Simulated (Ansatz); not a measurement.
# S on Hf(0001): change of the work function, part 2 of 4

How does S on the fcc site change the work function of Hf(0001) as the layer fills?

Ansatz 0.2.0; plane-wave DFT, PBE, Ansatz PAW.

So far, work function, upper face (eV): step 2 (the clean slab) 4.33.

## 3. Adsorbate added, k-mesh 4×4×1, coverage 0.111 ML

System of this step: S/Hf(0001). The cell holds 37 atoms: 36 Hf and 1 S. Its edges and angles: a = 9.600 Å, b = 9.600 Å, c = 27.765 Å, α = 90.0°, β = 90.0°, γ = 60.0°. Vacuum lies along c.

The clean slab as it ended is repeated in the plane and the adsorbate is set on one face; the cell's size fixes the coverage, and the k-mesh shrinks with it to keep the sampling density about even. Adsorbate and upper layers relax, since the dipole depends on the height.

Input file input.yaml:

```yaml
crystal:
  lattice:
    - [9.6, 0.0, 0.0]
    - [4.8, 8.3138438763, 0.0]
    - [0.0, 0.0, 27.7647417261]
  atoms:
    - { symbol: Hf, position: [0.2222222222, 0.2222222222, 0.3241521239] }
    - { symbol: Hf, position: [0.0, 0.0, 0.4153181079] }
    - { symbol: Hf, position: [0.2222222222, 0.2222222222, 0.5103886146] }
    - { symbol: Hf, position: [0.0, 0.0, 0.596087531] }
    - { symbol: Hf, position: [0.2222222222, 0.5555555556, 0.3241521239] }
    - { symbol: Hf, position: [0.0, 0.3333333333, 0.4153181079] }
    - { symbol: Hf, position: [0.2222222222, 0.5555555556, 0.5103886146] }
    - { symbol: Hf, position: [0.0, 0.3333333333, 0.596087531] }
    - { symbol: Hf, position: [0.2222222222, 0.8888888889, 0.3241521239] }
    - { symbol: Hf, position: [0.0, 0.6666666667, 0.4153181079] }
    - { symbol: Hf, position: [0.2222222222, 0.8888888889, 0.5103886146] }
    - { symbol: Hf, position: [0.0, 0.6666666667, 0.596087531] }
    - { symbol: Hf, position: [0.5555555556, 0.2222222222, 0.3241521239] }
    - { symbol: Hf, position: [0.3333333333, 0.0, 0.4153181079] }
    - { symbol: Hf, position: [0.5555555556, 0.2222222222, 0.5103886146] }
    - { symbol: Hf, position: [0.3333333333, 0.0, 0.596087531] }
    - { symbol: Hf, position: [0.5555555556, 0.5555555556, 0.3241521239] }
    - { symbol: Hf, position: [0.3333333333, 0.3333333333, 0.4153181079] }
    - { symbol: Hf, position: [0.5555555556, 0.5555555556, 0.5103886146] }
    - { symbol: Hf, position: [0.3333333333, 0.3333333333, 0.596087531] }
    - { symbol: Hf, position: [0.5555555556, 0.8888888889, 0.3241521239] }
    - { symbol: Hf, position: [0.3333333333, 0.6666666667, 0.4153181079] }
    - { symbol: Hf, position: [0.5555555556, 0.8888888889, 0.5103886146] }
    - { symbol: Hf, position: [0.3333333333, 0.6666666667, 0.596087531] }
    - { symbol: Hf, position: [0.8888888889, 0.2222222222, 0.3241521239] }
    - { symbol: Hf, position: [0.6666666667, 0.0, 0.4153181079] }
    - { symbol: Hf, position: [0.8888888889, 0.2222222222, 0.5103886146] }
    - { symbol: Hf, position: [0.6666666667, 0.0, 0.596087531] }
    - { symbol: Hf, position: [0.8888888889, 0.5555555556, 0.3241521239] }
    - { symbol: Hf, position: [0.6666666667, 0.3333333333, 0.4153181079] }
    - { symbol: Hf, position: [0.8888888889, 0.5555555556, 0.5103886146] }
    - { symbol: Hf, position: [0.6666666667, 0.3333333333, 0.596087531] }
    - { symbol: Hf, position: [0.8888888889, 0.8888888889, 0.3241521239] }
    - { symbol: Hf, position: [0.6666666667, 0.6666666667, 0.4153181079] }
    - { symbol: Hf, position: [0.8888888889, 0.8888888889, 0.5103886146] }
    - { symbol: Hf, position: [0.6666666667, 0.6666666667, 0.596087531] }
    - { symbol: S, position: [0.1111111111, 0.1111111111, 0.6758478761] }
kpoints:
  mp_grid: { grid: [4, 4, 1] }
hamiltonian:
  xc: pbe
scf:
  occupations: { method: fermi_dirac, width: 0.1 }
  convergence: { dr2_threshold: 1.0e-08 }
efield:
  axis: 3
  dipole_correction: true
  ramp_position: 0.97
  ramp_width: 0.06
relax:
  f_tol: 0.02
  max_steps: 60
  constraints:
    - { sites: [0, 1, 4, 5, 8, 9, 12, 13, 16, 17, 20, 21, 24, 25, 28, 29, 32, 33] }
output:
  write_potential: true
  write_density: true
  volumetric_format: npy
```

Started as:

```console
ansatz run input.yaml --threads 4 --pin off --max-ram 16384MiB --backend cpu --events-out ev --progress --plain --runs-dir out
```

What it wrote:

```text
[...]
Crystal: 37 atoms, lattice volume = 2215.985 Å³
Basis set: ecut = 420 eV, 43215 PW (Γ), exchange–correlation on 144×144×384 points (8 copies of the dense FFT grid, shifted against one another)
Bands: 566, of which v1, the nominal top of the filled ones, is band 471 counted from 1 (470 counted from 0)
Symmetry: 6 space group operations
[...]
k-points: 4 of 16 (time reversal used)
[...]
SCF iter   1: F=—  HF=-566857.193671 eV  |F-HF|=—  |Δ(HF+E_count)|=         —  Δρ=6.08e-3  dr2=1.74e1  ethr=1.77e-3  p=-0.212 e·Å  D=-1.73e-2 V/Å  ΔV_dip=0.48 eV  dr2_dipole=2.25e-1  V_vac-E_F(+/−)=4.92/4.44 eV  ⟨swp⟩=13.0  Hψ=7749  notcnv=0  defer=34
[...]
SCF iter  12: F=-566856.675589 eV  HF=-566856.675589 eV  |F-HF|=1.77e-8  |Δ(HF+E_count)|=   1.58e-8  Δρ=2.26e-7  dr2=2.25e-9  ethr=1.06e-12  p=-0.149 e·Å  D=-1.22e-2 V/Å  ΔV_dip=0.34 eV  dr2_dipole=7.54e-11  V_vac-E_F(+/−)=4.71/4.38 eV  ⟨swp⟩=13.5  Hψ=21580  notcnv=0
SCF 1 converged in 12 iterations: F = -566856.675589 eV  dr2 = 2.25e-9
[...]
relax step   1: F+E_penalty+E_count = -566856.67558864 eV  Δ(F+E_penalty+E_count) = +0.000e0 eV  max|allowed force component| = 3.103e0 eV/Å  Δτ_max = 0.0000 Å  (12 SCF iters, accepted)
[...]
SCF iter  11: F=-566857.381940 eV  HF=-566857.381940 eV  |F-HF|=9.78e-9  |Δ(HF+E_count)|=   1.59e-8  Δρ=2.32e-7  dr2=1.87e-9  ethr=1.06e-12  p=-0.073 e·Å  D=-5.92e-3 V/Å  ΔV_dip=0.16 eV  dr2_dipole=3.40e-12  V_vac-E_F(+/−)=4.54/4.37 eV  ⟨swp⟩=12.5  Hψ=20789  notcnv=0
SCF 2 converged in 11 iterations: F = -566857.381940 eV  dr2 = 1.87e-9
[...]
relax step   2: F+E_penalty+E_count = -566857.38194044 eV  Δ(F+E_penalty+E_count) = -7.064e-1 eV  max|allowed force component| = 1.912e0 eV/Å  Δτ_max = 0.1949 Å  (11 SCF iters, accepted)
SCF iter   1: F=—  HF=-566857.688521 eV  |F-HF|=—  |Δ(HF+E_count)|=         —  Δρ=1.76e-3  dr2=3.36e-1  ethr=3.02e-4  p=-0.073 e·Å  D=-5.92e-3 V/Å  ΔV_dip=0.16 eV  dr2_dipole=3.88e-2  V_vac-E_F(+/−)=4.54/4.38 eV  ⟨swp⟩=6.2  Hψ=4584  notcnv=0  defer=54
[...]
SCF iter  10: F=-566857.646434 eV  HF=-566857.646434 eV  |F-HF|=6.75e-9  |Δ(HF+E_count)|=   1.91e-8  Δρ=2.59e-7  dr2=4.57e-9  ethr=1.06e-12  p=-0.020 e·Å  D=-1.62e-3 V/Å  ΔV_dip=0.04 eV  dr2_dipole=5.72e-11  V_vac-E_F(+/−)=4.42/4.37 eV  ⟨swp⟩=12.2  Hψ=21270  notcnv=0
SCF 3 converged in 10 iterations: F = -566857.646434 eV  dr2 = 4.57e-9
[...]
relax step   3: F+E_penalty+E_count = -566857.64643359 eV  Δ(F+E_penalty+E_count) = -2.645e-1 eV  max|allowed force component| = 3.075e-1 eV/Å  Δτ_max = 0.1948 Å  (10 SCF iters, accepted)
[...]
relax step   4: F+E_penalty+E_count = -566857.67603109 eV  Δ(F+E_penalty+E_count) = -2.960e-2 eV  max|allowed force component| = 3.036e-1 eV/Å  Δτ_max = 0.1197 Å  (10 SCF iters, accepted)
[...]
relax step   5: F+E_penalty+E_count = -566857.68814612 eV  Δ(F+E_penalty+E_count) = -1.212e-2 eV  max|allowed force component| = 2.821e-2 eV/Å  Δτ_max = 0.0270 Å  (9 SCF iters, accepted)
SCF iter   1: F=—  HF=-566857.688693 eV  |F-HF|=—  |Δ(HF+E_count)|=         —  Δρ=1.86e-4  dr2=4.88e-3  ethr=4.29e-6  p=-0.016 e·Å  D=-1.27e-3 V/Å  ΔV_dip=0.04 eV  dr2_dipole=2.88e-4  V_vac-E_F(+/−)=4.41/4.37 eV  ⟨swp⟩=3.5  Hψ=2654  notcnv=0  defer=72
[...]
SCF iter   8: F=-566857.688540 eV  HF=-566857.688540 eV  |F-HF|=3.14e-9  |Δ(HF+E_count)|=   3.91e-8  Δρ=2.38e-7  dr2=3.00e-9  ethr=1.06e-12  p=-0.016 e·Å  D=-1.28e-3 V/Å  ΔV_dip=0.04 eV  dr2_dipole=5.56e-11  V_vac-E_F(+/−)=4.41/4.37 eV  ⟨swp⟩=11.5  Hψ=19473  notcnv=0
SCF 6 converged in 8 iterations: F = -566857.688540 eV  dr2 = 3.00e-9
relax step   6: F+E_penalty+E_count = -566857.68854021 eV  Δ(F+E_penalty+E_count) = -3.941e-4 eV  max|allowed force component| = 6.834e-3 eV/Å  Δτ_max = 0.0051 Å  (8 SCF iters, accepted)
NSCF: frozen V_eff on 4 k-points
[...]
SCF converged after 8 iterations
Free energy (F): -566857.688540 eV
[...]
Internal energy: -566855.957984 eV  (E = F + TS)
E sigma→0 (E₀):  -566856.823262 eV
Entropy (-TS):   -1.730557 eV (-46.772 meV/atom)
Fermi energy:    4.631461 eV
Dipole field:    D = -0.001282 V/Å  (p = -0.015702 e·Å, saw-weighted, corrected)
Work function:   Φ+ = 4.4100 eV   Φ− = 4.3744 eV
[...]
--- Forces (eV/Å), atoms counted from 1 ---
  atom   1  Hf     0.00856622     0.00494571     0.65852586
  atom   2  Hf     0.00306287     0.00176835    -0.53658695
  atom   3  Hf    -0.00465182    -0.00268573     0.00006806
  atom   4  Hf     0.00075732     0.00043724    -0.00411133
  atom   5  Hf    -0.00654417     0.00377828     0.66489330
  atom   6  Hf    -0.00000000    -0.00353670    -0.53658695
  atom   7  Hf     0.00330749    -0.00190958    -0.00362200
  atom   8  Hf     0.00000000    -0.00087448    -0.00411133
  atom   9  Hf     0.00000000    -0.00989142     0.65852586
  atom  10  Hf     0.00430944    -0.00248806    -0.77465699
  atom  11  Hf     0.00000000     0.00537146     0.00006806
  atom  12  Hf    -0.00107330     0.00061967     0.00166754
  atom  13  Hf    -0.00000000    -0.00755656     0.66489330
  atom  14  Hf    -0.00306287     0.00176835    -0.53658695
  atom  15  Hf     0.00000000     0.00381916    -0.00362200
  atom  16  Hf    -0.00075732     0.00043724    -0.00411133
  atom  17  Hf     0.00654417     0.00377828     0.66489330
  atom  18  Hf    -0.03420013    -0.01974546    -0.64895507
  atom  19  Hf    -0.00330749    -0.00190958    -0.00362200
  atom  20  Hf     0.00205491     0.00118640     0.00433329
  atom  21  Hf    -0.00629371     0.00363367     0.63846624
  atom  22  Hf     0.00000000     0.03949091    -0.64895507
  atom  23  Hf    -0.00591880     0.00341722    -0.00038938
  atom  24  Hf     0.00000000    -0.00237281     0.00433329
  atom  25  Hf    -0.00856622     0.00494571     0.65852586
  atom  26  Hf     0.00000000     0.00497611    -0.77465699
  atom  27  Hf     0.00465182    -0.00268573     0.00006806
  atom  28  Hf     0.00000000    -0.00123934     0.00166754
  atom  29  Hf     0.00000000    -0.00726735     0.63846624
  atom  30  Hf     0.03420013    -0.01974546    -0.64895507
  atom  31  Hf     0.00000000    -0.00683445    -0.00038938
  atom  32  Hf    -0.00205491     0.00118640     0.00433329
  atom  33  Hf     0.00629371     0.00363367     0.63846624
  atom  34  Hf    -0.00430944    -0.00248806    -0.77465699
  atom  35  Hf     0.00591880     0.00341722    -0.00038938
  atom  36  Hf     0.00107330     0.00061967     0.00166754
  atom  37  S      0.00000000     0.00000000     0.00113021
  max |Σ_I F_I| component: 2.79e-5 eV/Å
--- Band table (eV) ---
  k-point 0: bands = [... 467 lower, 4.6012, 4.6129, 4.6360, 4.6360, 4.6702, 4.6992, 4.6992, 4.7248, ... 91 higher]
  k-point 1: bands = [... 467 lower, 4.5179, 4.5910, 4.6088, 4.6281, 4.6340, 4.6492, 4.6859, 4.7311, ... 91 higher]
  k-point 2: bands = [... 467 lower, 4.4961, 4.5379, 4.5627, 4.6112, 4.6366, 4.6627, 4.7035, 4.7594, ... 91 higher]
  k-point 3: bands = [... 467 lower, 4.4372, 4.5467, 4.5878, 4.6287, 4.6761, 4.6910, 4.7178, 4.7374, ... 91 higher]
--- Relaxed structure (6 steps of the walk, 6 accepted, 0 SCFs on fresh bases) ---
  F+E_penalty+E_count = -566857.68854021 eV   max|allowed force component| = 6.834e-3 eV/Å
  atoms:
    - { symbol: Hf, position: [0.222222, 0.222222, 0.324152] }
    - { symbol: Hf, position: [1.111110e-11, 1.111110e-11, 0.415318] }
    - { symbol: Hf, position: [0.221375, 0.221375, 0.511781] }
    - { symbol: Hf, position: [-0.00441376, -0.00441376, 0.598462] }
    - { symbol: Hf, position: [0.222222, 0.555556, 0.324152] }
    - { symbol: Hf, position: [1.111114e-11, 0.333333, 0.415318] }
    - { symbol: Hf, position: [0.221503, 0.555915, 0.509857] }
    - { symbol: Hf, position: [-0.00441376, 0.342161, 0.598462] }
    - { symbol: Hf, position: [0.222222, 0.888889, 0.324152] }
    - { symbol: Hf, position: [-2.222217e-11, 0.666667, 0.415318] }
    - { symbol: Hf, position: [0.221375, 0.890583, 0.511781] }
    - { symbol: Hf, position: [-7.474311e-5, 0.666704, 0.595392] }
    - { symbol: Hf, position: [0.555556, 0.222222, 0.324152] }
    - { symbol: Hf, position: [0.333333, 1.111110e-11, 0.415318] }
    - { symbol: Hf, position: [0.555915, 0.221503, 0.509857] }
    - { symbol: Hf, position: [0.342161, -0.00441376, 0.598462] }
    - { symbol: Hf, position: [0.555556, 0.555556, 0.324152] }
    - { symbol: Hf, position: [0.333333, 0.333333, 0.415318] }
    - { symbol: Hf, position: [0.555915, 0.555915, 0.509857] }
    - { symbol: Hf, position: [0.335563, 0.335563, 0.596009] }
    - { symbol: Hf, position: [0.555556, 0.888889, 0.324152] }
    - { symbol: Hf, position: [0.333333, 0.666667, 0.415318] }
    - { symbol: Hf, position: [0.555951, 0.888691, 0.509460] }
    - { symbol: Hf, position: [0.335563, 0.662207, 0.596009] }
    - { symbol: Hf, position: [0.888889, 0.222222, 0.324152] }
    - { symbol: Hf, position: [0.666667, -2.222223e-11, 0.415318] }
    - { symbol: Hf, position: [0.890583, 0.221375, 0.511781] }
    - { symbol: Hf, position: [0.666704, -7.474311e-5, 0.595392] }
    - { symbol: Hf, position: [0.888889, 0.555556, 0.324152] }
    - { symbol: Hf, position: [0.666667, 0.333333, 0.415318] }
    - { symbol: Hf, position: [0.888691, 0.555951, 0.509460] }
    - { symbol: Hf, position: [0.662207, 0.335563, 0.596009] }
    - { symbol: Hf, position: [0.888889, 0.888889, 0.324152] }
    - { symbol: Hf, position: [0.666667, 0.666667, 0.415318] }
    - { symbol: Hf, position: [0.888691, 0.888691, 0.509460] }
    - { symbol: Hf, position: [0.666704, 0.666704, 0.595392] }
    - { symbol: S, position: [0.111111, 0.111111, 0.658182] }
```

Wall time 34 min (4 threads of Arm Neoverse V1, shared host); peak memory 9.2 GiB.

Step by step:

```tsv
step	energy less that of the first step (eV)	largest force component (eV/Å)
1	0.0000	3.1029
2	-0.7064	1.9125
3	-0.9708	0.3075
4	-1.0004	0.3036
5	-1.0126	0.0282
6	-1.0130	0.0068
```

Forces are held to the 6 operations that the program found; a distortion that breaks them can't arise in this run.

The atoms that moved most (Å):

```tsv
atom	dx	dy	dz	length
S37	0.000	0.000	-0.490	0.490
Hf4	-0.064	-0.037	0.066	0.099
Hf8	0.000	0.073	0.066	0.099
Hf16	0.064	-0.037	0.066	0.099
Hf3	-0.012	-0.007	0.039	0.041
Hf11	0.000	0.014	0.039	0.041
Hf27	0.012	-0.007	0.039	0.041
Hf32	-0.032	0.019	-0.002	0.037
```

Final coordinates:

```cif
data_structure
_symmetry_space_group_name_H-M 'P 1'
_symmetry_Int_Tables_number 1
_cell_length_a 9.6000
_cell_length_b 9.6000
_cell_length_c 27.7647
_cell_angle_alpha 90.000
_cell_angle_beta 90.000
_cell_angle_gamma 60.000
_cell_volume 2215.98
loop_
_atom_site_label
_atom_site_type_symbol
_atom_site_fract_x
_atom_site_fract_y
_atom_site_fract_z
_atom_site_occupancy
Hf1 Hf 0.22222 0.22222 0.32415 1
Hf2 Hf 0.00000 0.00000 0.41532 1
Hf3 Hf 0.22138 0.22138 0.51178 1
Hf4 Hf 0.99559 0.99559 0.59846 1
Hf5 Hf 0.22222 0.55556 0.32415 1
Hf6 Hf 0.00000 0.33333 0.41532 1
Hf7 Hf 0.22150 0.55592 0.50986 1
Hf8 Hf 0.99559 0.34216 0.59846 1
Hf9 Hf 0.22222 0.88889 0.32415 1
Hf10 Hf 0.00000 0.66667 0.41532 1
Hf11 Hf 0.22138 0.89058 0.51178 1
Hf12 Hf 0.99993 0.66670 0.59539 1
Hf13 Hf 0.55556 0.22222 0.32415 1
Hf14 Hf 0.33333 0.00000 0.41532 1
Hf15 Hf 0.55592 0.22150 0.50986 1
Hf16 Hf 0.34216 0.99559 0.59846 1
Hf17 Hf 0.55556 0.55556 0.32415 1
Hf18 Hf 0.33333 0.33333 0.41532 1
Hf19 Hf 0.55592 0.55592 0.50986 1
Hf20 Hf 0.33556 0.33556 0.59601 1
Hf21 Hf 0.55556 0.88889 0.32415 1
Hf22 Hf 0.33333 0.66667 0.41532 1
Hf23 Hf 0.55595 0.88869 0.50946 1
Hf24 Hf 0.33556 0.66221 0.59601 1
Hf25 Hf 0.88889 0.22222 0.32415 1
Hf26 Hf 0.66667 0.00000 0.41532 1
Hf27 Hf 0.89058 0.22138 0.51178 1
Hf28 Hf 0.66670 0.99993 0.59539 1
Hf29 Hf 0.88889 0.55556 0.32415 1
Hf30 Hf 0.66667 0.33333 0.41532 1
Hf31 Hf 0.88869 0.55595 0.50946 1
Hf32 Hf 0.66221 0.33556 0.59601 1
Hf33 Hf 0.88889 0.88889 0.32415 1
Hf34 Hf 0.66667 0.66667 0.41532 1
Hf35 Hf 0.88869 0.88869 0.50946 1
Hf36 Hf 0.66670 0.66670 0.59539 1
S37 S 0.11111 0.11111 0.65818 1
```

Read from the output:

* energy at zero smearing: -566856.8233 eV
* work function, upper face: 4.410 eV
* work function, lower face: 4.374 eV
* dipole along the normal: -0.01570 e·Å
* step between the vacuum levels: 0.03561 eV

Running mean over 2.5312 Å of the planar mean; the ramp of the sawtooth is left out. Electron's electrostatic potential energy less the Fermi level against z:

```tsv
z (Å)	electron's electrostatic potential energy less the Fermi level (eV)
4	4.37
5	4.35
6	4.12
7	2.30
8	-4.04
9	-7.41
10	-7.30
11	-7.26
12	-7.08
13	-6.68
14	-7.21
15	-7.96
16	-7.88
17	-7.06
18	-1.65
19	2.94
20	4.16
21	4.39
22	4.41
23	4.41
24	4.41
```

The relaxation took 6 steps and lowered the energy by 1.0 eV; the largest force on the free atoms ends at 0.0068 eV/Å.

The covered face has 4.41 eV, +0.08 eV against the clean one; the bare back face has moved by -0.01 eV, a measure of how thin the slab is.

[end of part 2 of 4]

[Long decimals in the printed logs are rounded to 6 places.]

[Logs are printed without paths, hosts, clocks, repeated set-up lines and the standing remarks that a program may print on its own settings, such as how far it seeks lower states.]

[Hosts, paths, dates, database ids (printed as entryN), source tags and the programs' standing remarks are cut or masked in the printed files.]

[Maps of the electrostatic potential energy from Ansatz leave out the sawtooth potential of an applied field or a dipole correction, so their vacuum need not be flat; planar profiles and work functions include it.]
